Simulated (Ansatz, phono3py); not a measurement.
# Heat carried by phonons in SrCl2 (Fm-3m), part 3 of 6

Wanted: κ(T), lifetimes and mean free paths for SrCl2.

Measurements to reproduce:
- thermal conductivity 2.3 W/m/K near room temperature (given in “Predicting the lattice thermal conductivity of solids by solving the Boltzmann transport equation: AFLOW - AAPL an automated, accurate and efficient framework”, 2017, arXiv:1611.05481)

Ansatz 0.2.0; DFT RPBE, scalar-relativistic, plane waves, PAW.

So far. Step 2 (A first coarse run): The start is under 3.0 GPa at this level and looks like an insulator or semiconductor on this mesh. Step 5 (Relaxing to small residual forces and stress): The residual pressure is 0.0072 GPa, small enough for phonons. The relaxed cell has a = 7.181 Å (conventional setting).

## Step 7: A first look at the harmonic spectrum

Third-order constants cost many supercell runs, so a linear-response run first checks that the crystal is harmonically stable.

input.yaml reads:

```yaml
crystal:
  lattice:
    - [0.0, 3.5907492451, 3.5907492451]
    - [3.5907492451, 0.0, 3.5907492451]
    - [3.5907492451, 3.5907492451, 0.0]
  atoms:
    - { symbol: Sr, position: [0.0, 0.0, 0.0] }
    - { symbol: Cl, position: [0.25, 0.25, 0.25] }
    - { symbol: Cl, position: [0.75, 0.75, 0.75] }
kpoints:
  mp_grid: { grid: [4, 4, 4] }
hamiltonian:
  xc: rpbe
scf:
  occupations: { method: fixed }
output:
  eigenvalues: true
phonons:
  method: dfpt
  dielectric: true
  rigid_motions: translations
  qmesh: [2, 2, 2]
  temperatures: { t_max: 1000, t_step: 50 }
  qpath:
    path:
      - [[0.0, 0.0, 0.0], [0.5, 0.0, 0.5], [0.625, 0.25, 0.625]]
      - [[0.375, 0.375, 0.75], [0.0, 0.0, 0.0], [0.5, 0.5, 0.5], [0.5, 0.25, 0.75], [0.5, 0.0, 0.5]]
    npoints: 10
```

Command:

```bash
$ ansatz run input.yaml --threads 4 --pin off --max-ram 16384MiB --backend cpu --events-out ev --progress --plain --runs-dir out
```

Numbers of over 12 decimals in the logs are rounded to 6 here.

Log:

```text
Warning: phonons: the dynamical matrix that this run interpolates holds no multipole term above the dipole-dipole one, and a site of this crystal is no centre of inversion, so its interpolated transverse optical and acoustic branches and sound speeds can stay off near Gamma, and the density of states and the thermodynamics with them. What a run solves at a wave vector of phonons.qpoints, Gamma apart, where the deck admits one, is free of this, and under fd what a larger phonons.supercell samples
[...]
Crystal: 3 atoms, lattice volume = 92.595 Å³
Basis set: ecut = 420 eV, 1837 PW (Γ), exchange–correlation on 72×72×72 points (8 copies of the dense FFT grid, shifted against one another)
Bands: 16, of which v1, the nominal top of the filled ones, is band 12 counted from 1 (11 counted from 0)
Symmetry: 48 space group operations
k-points: 18 of 64 (irreducible under 4 space group operations, time reversal used)
[...]
SCF iter   1: F=—  HF=-5724.989203 eV  |F-HF|=—  |Δ(HF+E_count)|=         —  Δρ=2.52e-3  dr2=6.50e-3  ethr=1.77e-3  ⟨swp⟩=6.8  Hψ=1751  notcnv=0  defer=22
[...]
SCF iter   8: F=-5724.989653 eV  HF=-5724.989653 eV  |F-HF|=1.82e-12  |Δ(HF+E_count)|=  3.82e-11  Δρ=6.84e-8  dr2=5.30e-12  ethr=1.00e-12  ⟨swp⟩=10.4  Hψ=2153  notcnv=0
SCF 1 converged in 8 iterations: F = -5724.989653 eV  dr2 = 5.30e-12
[...]
NSCF: frozen V_eff on 1 k-points
DFPT response loops at Γ: preconditioner auto → none (the input reference at scf.mixing.eps_inf says where Resta's filter doesn't serve); β = 0.50; Broyden in place of MSR1
── the response to a field inside a basis, on 4×4×4 k-points: an SCF that follows is theirs, and a resumed run solves both again ──
Bands: 13, of which v1, the nominal top of the filled ones, is band 12 counted from 1 (11 counted from 0)
k-points: 10 of 64 (irreducible under 12 space group operations)
[...]
Eigensolver: Dense (10 Hₖ)
SCF iter   1: F=—  HF=-5724.986361 eV  |F-HF|=—  |Δ(HF+E_count)|=         —  Δρ=6.06e-5  dr2=5.22e-7  ethr=1.00e-1
[...]
SCF iter   3: F=-5724.986364 eV  HF=-5724.986364 eV  |F-HF|=1.17e-9  |Δ(HF+E_count)|=   7.54e-7  Δρ=1.44e-6  dr2=2.60e-9  ethr=5.52e-10
SCF 1 converged in 3 iterations: F = -5724.986364 eV  dr2 = 2.60e-9
[...]
DFPT response loops at q = (0, 0, -0.5) (fractional): preconditioner auto → Resta (q_TF=auto, 2.179 Å⁻¹)  ε∞=3.4 (no band partly filled); β = 1.00, the filter's whole step (`scf.mixing.beta` (0.50) is not read by the response loops at its default; to damp them type it under 1.00, their step now; it binds the ground state too); Broyden in place of MSR1
[...]
SCF converged after 8 iterations
Free energy (F): -5724.989653 eV
[...]
Internal energy: -5724.989653 eV  (E = F + TS)
E sigma→0 (E₀):  -5724.989653 eV
Fermi energy:    2.435806 eV
[...]
--- Band table (eV; the first three rows and the last of 18) ---
  k-point 0: bands = [... 8 lower, 0.6345, 2.1407, 2.1407, 2.1407, 7.7688, 8.7035, 8.7035, 11.3026]
  k-point 1: bands = [... 8 lower, 0.9257, 1.6480, 1.8864, 1.8864, 8.8240, 9.0148, 9.0148, 10.1373]
  k-point 2: bands = [... 8 lower, 1.1390, 1.3061, 1.5215, 1.5215, 9.2172, 9.2172, 9.7536, 10.4478]
  k-point 17: bands = [... 8 lower, 1.3918, 1.3918, 2.1823, 2.3510, 8.8209, 9.4674, 9.5513, 9.5513]
--- Phonons (Γ-DFPT): 2 representative perturbations + reference, on 18 of 64 k-points (Σ response iterations 6) ---
  k mesh reduced under 4 symmetry operations, with k and −k counted as one. Each operation leaves every solved perturbation unchanged. A smaller set is not considered because the run solves the response to a homogeneous field
  ASR residual: 1.920e-4 → 0.000e0 eV/Å²; symmetrization residual: 1.193e-6 eV/Å²
  ASR residual per site (eV/Å²): 1.92e-4 7.44e-5 7.44e-5
  Γ frequencies (cm⁻¹): 0.00 0.00 0.00 107.05 107.05 107.05 159.08 159.08 159.08
  ε∞ (high-frequency dielectric tensor):
        2.749136     0.000000     0.000000
        0.000000     2.749136    -0.000000
        0.000000    -0.000000     2.749136
  ε⁰ (static dielectric tensor: ions relaxed, cell fixed):
       10.218047     0.000000     0.000000
        0.000000    10.218047    -0.000000
        0.000000    -0.000000    10.218047
  ε⁰ − ε∞ (ionic part):
        7.468911     0.000000     0.000000
        0.000000     7.468911    -0.000000
        0.000000    -0.000000     7.468911
  softest optical mode at Γ: 107.05 cm⁻¹; the repairs (sum rule, projections) moved no ω² at Γ by more than (0.82 cm⁻¹)²
  Born effective charges Z* (e; rows j = field, columns β = displacement):
    site 0:
         2.51240    0.00000   -0.00000
        -0.00000    2.51240    0.00000
        -0.00000    0.00000    2.51240
    site 1:
        -1.25620   -0.00000   -0.00000
        -0.00000   -1.25620    0.00000
         0.00000    0.00000   -1.25620
    site 2:
        -1.25620   -0.00000    0.00000
         0.00000   -1.25620   -0.00000
         0.00000   -0.00000   -1.25620
  Z* charge neutrality: 3.121e-3 e pre-enforcement
  solved inside a basis spanned on kpoints, on 4×4×4 k-points, its susceptibility summed on 8×8×8: ε∞ is read to err by 6.1e-3, Z* by 1.2e-2 e (field_mesh: kpoints solves on kpoints); Z* is corrected for what the basis lacks
  optical modes at Γ without the LO–TO term, one row a degenerate level:
      ω (cm⁻¹)  modes    IR ((D/Å)²/amu)
        107.05      3            11.1480
        159.08      3             0.0000
  optical modes at Γ + LO–TO along q̂ = [1.0000, 0.0000, 0.0000]:
      ω (cm⁻¹)  modes    IR ((D/Å)²/amu)
        107.05      2             7.4320
        159.08      3             0.0000
        206.39      1             3.7160
  optical modes at Γ + LO–TO along q̂ = [0.0000, 1.0000, 0.0000]:
      ω (cm⁻¹)  modes    IR ((D/Å)²/amu)
        107.05      2             7.4320
        159.08      3             0.0000
        206.39      1             3.7160
  optical modes at Γ + LO–TO along q̂ = [0.0000, 0.0000, 1.0000]:
      ω (cm⁻¹)  modes    IR ((D/Å)²/amu)
        107.05      2             7.4320
        159.08      3             0.0000
        206.39      1             3.7160
--- Phonons (arbitrary-q DFPT): 3 irreducible q on the 2×2×2 mesh ---
  q = [0.0000, 0.0000, 0.0000] (star 1, of the zone-centre solve; hermiticity 6.57e-7, symmetrization 2.50e-7): -0.00 0.00 0.00 107.05 107.05 107.05 159.08 159.08 159.08
  q = [0.0000, 0.0000, -0.5000] (star 4, 2 solved perturbations on 24 of 64 k-point pairs; hermiticity 1.33e-6, symmetrization 2.66e-13): 59.44 59.44 104.12 129.52 129.52 134.10 134.10 155.89 160.18
  q = [0.0000, -0.5000, -0.5000] (star 3, 4 solved perturbations in 62 linear systems a pass and spin channel, the states on 18 of 64 k-point pairs; hermiticity 4.15e-7, symmetrization 1.08e-13): 39.31 66.77 66.77 73.03 73.03 137.02 165.48 165.48 192.28
  sum rule: each row above includes the acoustic sum rule's correction from the zone centre's row sums; it moved no ω² by more than (0.77 cm⁻¹)²
  mesh force constants: q→R imaginary residual 4.58e-17; ASR residual 1.920e-4 → 0.000e0 eV/Å²; symmetrization residual 3.553e-15 eV/Å²
  interpolated dispersion: 63 rows × 9 modes
  density of states and harmonic sums: on the 16×16×16 q-mesh, interpolated from the force constants of a 2×2×2 supercell (with the dipole–dipole term)
  largest difference from the sums on the solved wave vectors: F 7.08e-2 eV, S 1.03e-4 and C_V 3.22e-5 eV/K
  zero-point energy: 0.063977 eV/cell   skipped modes (ω ≤ 0): 3   left out of the sums: 8.14e-5 of the cell's modes: C_V's classical limit lies that fraction below 3 k_B per atom; for a crystal, a wire or a layer, F and S can be off by more, and a phonons.interpolated_qmesh denser along its periods is the remedy for the sampling
```

It took 16 s on 4 threads of Arm Neoverse V1, shared host; peak memory 0.55 GiB; 58 s of CPU time.

Numbers from this step:

```yaml
lowest_frequency_on_the_path: 0 cm⁻¹
zero_point_energy: 0.06398 eV/cell
point_group: m-3m
highest_frequency: 206.4 cm⁻¹
debye_temperature_from_the_second_moment: 228 K
```

LO-TO term included. Phonon branches along the path, in cm⁻¹:

```tsv
point	branch 1	branch 2	branch 3	branch 4	branch 5	branch 6	branch 7	branch 8	branch 9
Γ	0	0	0	107	107	159	159	159	206
halfway	38	38	94	95	95	118	164	164	201
X	39	67	67	73	73	137	166	166	192
halfway	44	67	73	78	80	132	164	165	190
U	55	68	87	90	96	119	158	164	185
jump to K	55	68	87	90	96	119	158	164	185
halfway	46	57	81	95	125	138	143	166	186
Γ	0	0	0	107	107	159	159	159	206
halfway	45	45	67	112	112	151	151	155	189
L	59	59	104	130	130	134	134	156	160
halfway	64	80	87	97	110	133	136	171	173
W	59	65	70	104	104	131	131	178	180
halfway	48	68	71	79	95	128	157	169	188
X	39	67	67	73	73	137	166	166	192
```

The phonon branches as a text plot (rows in cm⁻¹):

```
    202 |********                 *********
    194 |        *******         *         **                 ***
    185 |               ****    *            *             ***
    176 |                   ****              *       *******
    168 |      ******************              **  ****      ****
    159 |******         ***      ***********     ***          *
    150 |  *               **    ***       ******           **
    142 |   *                ** **            **   **
    133 |    **     ****       **               ************  ***
    125 |         **    **   ****              ** **       * *
    116 |      * *        * ***  ***        ***    **       *
    108 |***    *          **       ********     ** *********
     99 |   *** *         ***** ****           **  ** ***  * *
     90 |      **        *** ***              *      **     * *
     82 |    **  ***   ***      *            *        **     *
     73 |           ****                            **  *********
     64 |         ************** *          *     *********** ***
     56 |   *    ***     **    ** **       *  *****       ***
     47 |       *   *  **       **          **               **
     39 |  *   *     **          ****     **                   **
     30 |    **                   ***    **
     22 | * *                       **   *
     13 |  *                         *  *
      4 |**                          ***
         Γ           X  U|K            Γ         L        W     X
```

Tetrahedra on 16 16 16, mean over bins of 2 cm⁻¹. Phonon density of states against wavenumber; read off at these points:

wavenumber (cm⁻¹), phonon density of states (1/cm⁻¹/cell) and a bar:
```
      1.0      0.000 
      7.0      0.000 
     13.0      0.001 
     17.0      0.002 
     23.0      0.004 #
     29.0      0.007 ##
     35.0      0.011 ###
     39.0      0.014 ###
     45.0      0.022 #####
     51.0      0.035 ########
     57.0      0.061 ###############
     63.0      0.102 ########################
     65.0      0.125 ##############################
     67.0      0.109 ##########################
     73.0      0.045 ###########
     79.0      0.034 ########
     85.0      0.048 ###########
     91.0      0.104 #########################
     95.0      0.073 #################
     99.0      0.084 ####################
    101.0      0.074 ##################
    107.0      0.090 ######################
    109.0      0.095 #######################
    113.0      0.053 #############
    117.0      0.070 #################
    123.0      0.055 #############
    129.0      0.049 ############
    135.0      0.021 #####
    141.0      0.048 ###########
    145.0      0.040 ##########
    151.0      0.040 #########
    157.0      0.055 #############
    163.0      0.086 #####################
    165.0      0.116 ############################
    169.0      0.074 ##################
    173.0      0.045 ###########
    179.0      0.048 ###########
    185.0      0.039 #########
    191.0      0.035 ########
    195.0      0.019 #####
    201.0      0.009 ##
    207.0      0.000
```

Lowest modes at the softest wavevector of the mesh; phase exp(i q.(R + tau)). The modes at q = (0.500, 0.500, 0.000) (shares of kinetic energy by element, %):

```tsv
mode	frequency (cm⁻¹)	Sr %	Cl %
1	39.3	0	100
2	66.8	98	2
3	66.8	98	2
4	73.0	0	100
5	73.0	0	100
6	137.0	100	0
```

Displacements in mode 1 (39.3 cm⁻¹), the largest set to 1, in the home cell:
```
Sr1  0.00  0.00  0.00
Cl2  0.00  0.00 -1.00
Cl3  0.00  0.00 -1.00
```

Displacements in mode 6 (137.0 cm⁻¹), the largest set to 1, in the home cell:
```
Sr1 0.00 0.00 1.00
Cl2 0.00 0.00 0.00
Cl3 0.00 0.00 0.00
```

Born charge (rows field, columns displacement) (e), principal values of the symmetric part by kind of site:

```tsv
atom	atoms with these values	low	middle	high	mean
Sr1	1	2.51	2.51	2.51	2.51
Cl2	2	-1.26	-1.26	-1.26	-1.26
```

In full for Cl2:

```
-1.26  0.00  0.00
 0.00 -1.26  0.00
 0.00  0.00 -1.26
```

ε∞:

```
2.75 0.00 0.00
0.00 2.75 0.00
0.00 0.00 2.75
```

Transverse modes. Lines of the infrared spectrum (strongest = 100):

```tsv
position (cm⁻¹)	label	IR intensity ((D/A)^2/amu), degenerate modes summed, relative
107	T1u	100
159	T2g	0.0
```

Harmonic. Thermo, by row:

```tsv
T (K)	F_vib (meV/atom)	S (J/mol-atom/K)	C_V (J/mol-atom/K)
0	21.33	0	0
50	20.27	6.438	11.62
100	13.98	17.5	19.68
150	2.59	26.06	22.33
200	-12.69	32.65	23.41
250	-31.03	37.94	23.94
300	-51.86	42.34	24.24
350	-74.79	46.09	24.42
400	-99.54	49.35	24.54
450	-125.9	52.25	24.62
500	-153.6	54.85	24.68
550	-182.7	57.2	24.73
600	-212.9	59.36	24.76
650	-244.2	61.34	24.79
700	-276.4	63.18	24.81
750	-309.6	64.89	24.83
800	-343.7	66.49	24.84
850	-378.5	68	24.85
900	-414.1	69.42	24.86
950	-450.5	70.76	24.87
1000	-487.5	72.04	24.88
```

No mode is imaginary beyond numerical noise at the solved wavevectors.

(Part 3 of 6 ends here.)

[Logs are printed without paths, hosts, clocks, repeated set-up lines and the standing remarks that a program may print on its own settings, such as how far it seeks lower states.]

[Hosts, paths, dates, database ids (printed as entryN), source tags and the programs' standing remarks are cut or masked in the printed files.]

[A step with changed settings may run another functional than the one named; its input shows which.]

[Pressures of single members of a volume series are the stress at the run's cutoff; with an incomplete basis they can lie off −dE/dV of the same runs, and they are not shown converged.]
